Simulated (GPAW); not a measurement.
## Optical response of AlN

Aim: the dielectric function of AlN, and the optical constants that follow from it.

Method: DFT, LDA, plane-wave PAW (GPAW data sets), scalar-relativistic, RPA, optical limit, in GPAW 26.7.0.

## (1) Starting point

Symmetry: F-43m, No. 216, cubic system. Conventional cell: a = 4.368 Å, b = 4.368 Å, c = 4.368 Å, α = 90.00°, β = 90.00°, γ = 90.00°. Nearest to Al lie 4 N at 1.89 Å. N has 4 Al at 1.89 Å nearest. Farther neighbours and most contacts between anions are not listed.

As a file:

```cif
data_structure
_symmetry_space_group_name_H-M 'P 1'
_symmetry_Int_Tables_number 1
_cell_length_a 3.0886
_cell_length_b 3.0886
_cell_length_c 3.0886
_cell_angle_alpha 60.000
_cell_angle_beta 60.000
_cell_angle_gamma 60.000
_cell_volume 20.83
loop_
_atom_site_label
_atom_site_type_symbol
_atom_site_fract_x
_atom_site_fract_y
_atom_site_fract_z
_atom_site_occupancy
Al1 Al 0.00000 0.00000 0.00000 1
N2 N 0.25000 0.25000 0.25000 1
```

## (2) Dielectric function, RPA

Transitions between filled and empty bands, summed over the zone, give the optical response, so mesh, band count and broadening shape it.

The induced potential is part of this response.

df.py

```python
from gpaw.response.df import DielectricFunction

df = DielectricFunction('full.gpw', frequencies={'type': 'nonlinear', 'domega0': 0.03, 'omega2': 8},
                        ecut=50,
                        eta=0.15,
                        nbands=17,
                        txt='df.txt')
for direction in ['x', 'z']:
    df.get_dielectric_function(xc='RPA', direction=direction, filename=f'df_{direction}.csv')
```

The run is started by

```console
$ OMP_NUM_THREADS=1 python df.py
```

Numbers of over 12 decimals in the logs are rounded to 6 here.

The log of the run:

```text
Using integrator: PointIntegrator
NonLinearFrequencyDescriptor(from 0.000 to 50.231 eV, 466 points)
Nonperiodic BCs:  [False False False]
Using integrator: PointIntegrator
NonLinearFrequencyDescriptor(from 0.000 to 50.231 eV, 466 points)
Nonperiodic BCs:  [False False False]

Calculating chi0 body with:
    Ground state adapter containing:
    Number of spins: 1
    Number of kpoints: 2744
    Number of irreducible kpoints: 104
    Number of completely occupied states: 4
    Number of partially occupied states: 4

    Linear response parametrization:
    q_c: [0.0, 0.0, 0.0]
    Number of frequency points: 466
    Planewave cutoff: 50.0
    Number of bands: 17
    Number of planewaves: 15
    Broadening (eta): 0.15

Integrating chi0 body.

Symmetries of q_c:
    Direct symmetries (Uq -> q): 24
    Indirect symmetries (TUq -> q): 24
In total 48 allowed symmetries.

104 groups of equivalent kpoints. 96.209913% reduction.

Integral kind: spectral function

Calculating chi0 optical extensions with:
    Ground state adapter containing:
    Number of spins: 1
    Number of kpoints: 2744
    Number of irreducible kpoints: 104
    Number of completely occupied states: 4
    Number of partially occupied states: 4

    Linear response parametrization:
    Number of frequency points: 466
    Planewave cutoff: 50.0
    Number of bands: 17
    Number of planewaves: 15
    Broadening (eta): 0.15
Integrating chi0 head and wings.

Symmetries of q_c:
    Direct symmetries (Uq -> q): 24
    Indirect symmetries (TUq -> q): 24
In total 48 allowed symmetries.

104 groups of equivalent kpoints. 96.209913% reduction.

Integral kind: spectral function wings
```

Run time: 4.3 s. Hardware: 1 thread of Arm Neoverse V1, shared host; peak memory 0.2 GiB.

This step gave:

* electronic dielectric constant ε∞, mean over x, y and z (by symmetry where fewer were run): 4.480
* main peak of Im epsilon, first axis: 7.275 eV

Values under the direct gap are tails of Lorentzian lines. Im ε, E ∥ x or z against photon energy; read off at these points:

photon energy (eV), Im ε, E ∥ x or z and a bar:
```
     0.00       0.00 
     0.50       0.01 
     1.00       0.02 
     1.50       0.03 
     2.00       0.04 
     2.50       0.06 
     3.00       0.08 
     3.50       0.12 
     4.00       0.26 #
     4.50       0.82 ###
     5.00       1.54 ######
     5.50       2.95 ############
     6.00       3.67 ##############
     6.50       5.37 #####################
     7.00       6.35 #########################
     7.27       7.60 ##############################
     7.50       6.79 ###########################
     8.00       7.39 #############################
     8.50       3.84 ###############
     9.00       2.83 ###########
     9.50       3.89 ###############
     9.68       4.61 ##################
    10.00       4.49 ##################
    10.50       3.85 ###############
    10.88       4.77 ###################
    11.00       4.71 ###################
    11.50       3.82 ###############
    12.00       4.03 ################
    12.50       4.77 ###################
    13.00       4.57 ##################
    13.50       3.45 ##############
```

Re ε, E ∥ x or z against photon energy:

| photon energy (eV) | Re ε, E ∥ x or z |
| --- | --- |
| 0.0 | 4.48 |
| 0.5 | 4.49 |
| 1.0 | 4.54 |
| 1.5 | 4.61 |
| 2.0 | 4.72 |
| 2.5 | 4.87 |
| 3.0 | 5.09 |
| 3.5 | 5.42 |
| 4.0 | 5.95 |
| 4.5 | 6.68 |
| 5.0 | 7.24 |
| 5.5 | 7.16 |
| 6.0 | 6.74 |
| 6.5 | 6.43 |
| 7.0 | 5.86 |
| 7.5 | 3.14 |
| 8.0 | 0.934 |
| 8.5 | 0.0314 |
| 9.0 | 2.16 |
| 9.5 | 2.70 |
| 10.0 | 1.38 |
| 10.5 | 1.61 |
| 11.0 | 1.23 |
| 11.5 | 0.888 |
| 12.0 | 0.943 |
| 12.5 | 0.344 |
| 13.0 | -0.520 |
| 13.5 | -1.20 |

Refractive index n and extinction k against photon energy:

| photon energy (eV) | n | k |
| --- | --- | --- |
| 0.0 | 2.12 | 0 |
| 0.5 | 2.12 | 0.00193 |
| 1.0 | 2.13 | 0.00397 |
| 1.5 | 2.15 | 0.00627 |
| 2.0 | 2.17 | 0.00901 |
| 2.5 | 2.21 | 0.0126 |
| 3.0 | 2.26 | 0.0176 |
| 3.5 | 2.33 | 0.0262 |
| 4.0 | 2.44 | 0.0531 |
| 4.5 | 2.59 | 0.159 |
| 5.0 | 2.71 | 0.284 |
| 5.5 | 2.73 | 0.540 |
| 6.0 | 2.68 | 0.683 |
| 6.5 | 2.72 | 0.987 |
| 7.0 | 2.69 | 1.18 |
| 7.5 | 2.30 | 1.47 |
| 8.0 | 2.05 | 1.81 |
| 8.5 | 1.39 | 1.38 |
| 9.0 | 1.69 | 0.837 |
| 9.5 | 1.93 | 1.01 |
| 10.0 | 1.74 | 1.29 |
| 10.5 | 1.70 | 1.13 |
| 11.0 | 1.75 | 1.35 |
| 11.5 | 1.55 | 1.23 |
| 12.0 | 1.59 | 1.26 |
| 12.5 | 1.60 | 1.49 |
| 13.0 | 1.43 | 1.60 |
| 13.5 | 1.11 | 1.56 |

Values under the direct gap are tails of Lorentzian lines. Im ε, E ∥ x or z against photon energy; read off at these points:

| photon energy (eV) | without local fields | with local fields |
| --- | --- | --- |
| 0.000 | 0 | 0 |
| 0.250 | 0.00439 | 0.00405 |
| 0.500 | 0.00886 | 0.00818 |
| 0.750 | 0.0135 | 0.0124 |
| 1.000 | 0.0183 | 0.0169 |
| 1.250 | 0.0235 | 0.0217 |
| 1.500 | 0.0291 | 0.0269 |
| 1.750 | 0.0353 | 0.0327 |
| 2.000 | 0.0423 | 0.0392 |
| 2.250 | 0.0503 | 0.0466 |
| 2.500 | 0.0597 | 0.0554 |
| 2.750 | 0.0710 | 0.0661 |
| 3.000 | 0.0851 | 0.0795 |
| 3.250 | 0.103 | 0.0971 |
| 3.500 | 0.129 | 0.122 |
| 3.750 | 0.171 | 0.163 |
| 4.000 | 0.266 | 0.259 |
| 4.250 | 0.431 | 0.428 |
| 4.500 | 0.814 | 0.822 |
| 4.750 | 1.09 | 1.09 |
| 5.000 | 1.57 | 1.54 |
| 5.250 | 2.46 | 2.34 |
| 5.500 | 3.10 | 2.95 |
| 5.750 | 3.80 | 3.46 |
| 6.000 | 3.91 | 3.67 |
| 6.250 | 5.03 | 4.67 |
| 6.500 | 5.80 | 5.37 |
| 6.750 | 6.07 | 5.60 |
| 7.000 | 6.92 | 6.35 |
| 7.250 | 8.00 | 7.57 |
| 7.500 | 7.25 | 6.79 |
| 7.750 | 7.45 | 6.90 |
| 7.966 | 8.21 | 7.54 |
| 8.000 | 8.02 | 7.39 |
| 8.250 | 5.69 | 5.27 |
| 8.500 | 4.33 | 3.84 |
| 8.750 | 3.18 | 2.68 |
| 9.000 | 3.55 | 2.83 |
| 9.250 | 4.28 | 3.45 |
| 9.500 | 4.57 | 3.89 |
| 9.684 | 5.31 | 4.62 |
| 9.750 | 5.25 | 4.62 |
| 10.000 | 4.87 | 4.49 |
| 10.250 | 4.29 | 3.73 |
| 10.500 | 4.75 | 3.85 |
| 10.750 | 5.82 | 4.35 |
| 11.000 | 6.27 | 4.71 |
| 11.103 | 6.40 | 4.75 |
| 11.250 | 5.74 | 4.41 |
| 11.500 | 5.26 | 3.82 |
| 11.750 | 5.59 | 4.07 |
| 12.000 | 5.60 | 4.03 |
| 12.250 | 5.66 | 4.24 |
| 12.423 | 5.94 | 4.67 |
| 12.500 | 5.73 | 4.77 |
| 12.750 | 4.93 | 4.50 |
| 13.000 | 4.53 | 4.57 |
| 13.250 | 3.52 | 3.86 |
| 13.500 | 3.10 | 3.45 |
| 13.750 | 2.74 | 3.01 |

The reflectivity at normal incidence, E ∥ x or z has structure finer than the step of the table below, so its rows give means over 0.5 eV, whole bins alone (the curve runs from 0 to 14.0 eV). Peaks (eV: height): 8.09: 35.5, 10.03: 24.1, 11.18: 27.3, 13.17: 35.8.

Table of reflectivity at normal incidence, E ∥ x or z by photon energy; means over each step:

| photon energy (eV) | reflectivity at normal incidence, E ∥ x or z (%) |
| --- | --- |
| 0.5 | 12.9 |
| 1.0 | 13.0 |
| 1.5 | 13.3 |
| 2.0 | 13.7 |
| 2.5 | 14.2 |
| 3.0 | 14.9 |
| 3.5 | 15.9 |
| 4.0 | 17.5 |
| 4.5 | 19.5 |
| 5.0 | 21.5 |
| 5.5 | 23.2 |
| 6.0 | 24.3 |
| 6.5 | 26.5 |
| 7.0 | 28.5 |
| 7.5 | 30.4 |
| 8.0 | 33.4 |
| 8.5 | 26.3 |
| 9.0 | 15.6 |
| 9.5 | 20.1 |
| 10.0 | 23.1 |
| 10.5 | 20.6 |
| 11.0 | 25.4 |
| 11.5 | 23.9 |
| 12.0 | 24.1 |
| 12.5 | 28.0 |
| 13.0 | 32.9 |
| 13.5 | 35.2 |

At chosen wavelengths:

| wavelength (nm) | n | k | R (%) | 1/α |
| --- | --- | --- | --- | --- |
| 1064 | 2.13 | 0.005 | 13.1 | 18 µm |
| 800 | 2.15 | 0.007 | 13.3 | 9.8 µm |
| 633 | 2.17 | 0.009 | 13.6 | 5.7 µm |
| 532 | 2.19 | 0.011 | 14.0 | 3.8 µm |
| 405 | 2.26 | 0.018 | 15.0 | 1.8 µm |
| 365 | 2.31 | 0.024 | 15.7 | 1.2 µm |
| 193 | 2.74 | 0.945 | 26.4 | 16 nm |

Below the direct gap, k and the depth come from the tails of the Lorentzian lines, not from transitions.

Rows near the edge hang on the gap, which this functional as a rule makes too small, and phonon-assisted absorption is left out.

## (3) What came out

```json
{
 "electronic dielectric constant ε∞, mean over x, y and z (by symmetry where fewer were run) (RPA)": "4.48",
 "main peak of Im epsilon, first axis": "7.28 eV"
}
```

What this shows: At this level (LDA, RPA) AlN has ε∞ = 4.48 and n = 2.12 at 1550 nm, and Im ε peaks at 7.3 eV. Local fields change the static value along x from 4.78 to 4.48 (-6 %). Distinct maxima of Im ε, read by a parabola through the highest points, lie at 7.28 eV (7.6), 7.96 eV (7.5), 10.90 eV (4.8) and 12.50 eV (4.8). Excitons and phonon-assisted transitions are missing; LDA gaps are as a rule too small, which pulls the onset down and ε∞ up. The sum runs over mesh points, so small or evenly spaced maxima can still be ripples of the mesh.

[Machine, clock and banner lines and Python warnings are left out of the logs.]

[Logs are printed without paths, hosts, clocks, repeated set-up lines and the standing remarks that a program may print on its own settings, such as how far it seeks lower states.]

[Hosts, paths, dates, database ids (printed as entryN), source tags and the programs' standing remarks are cut or masked in the printed files.]
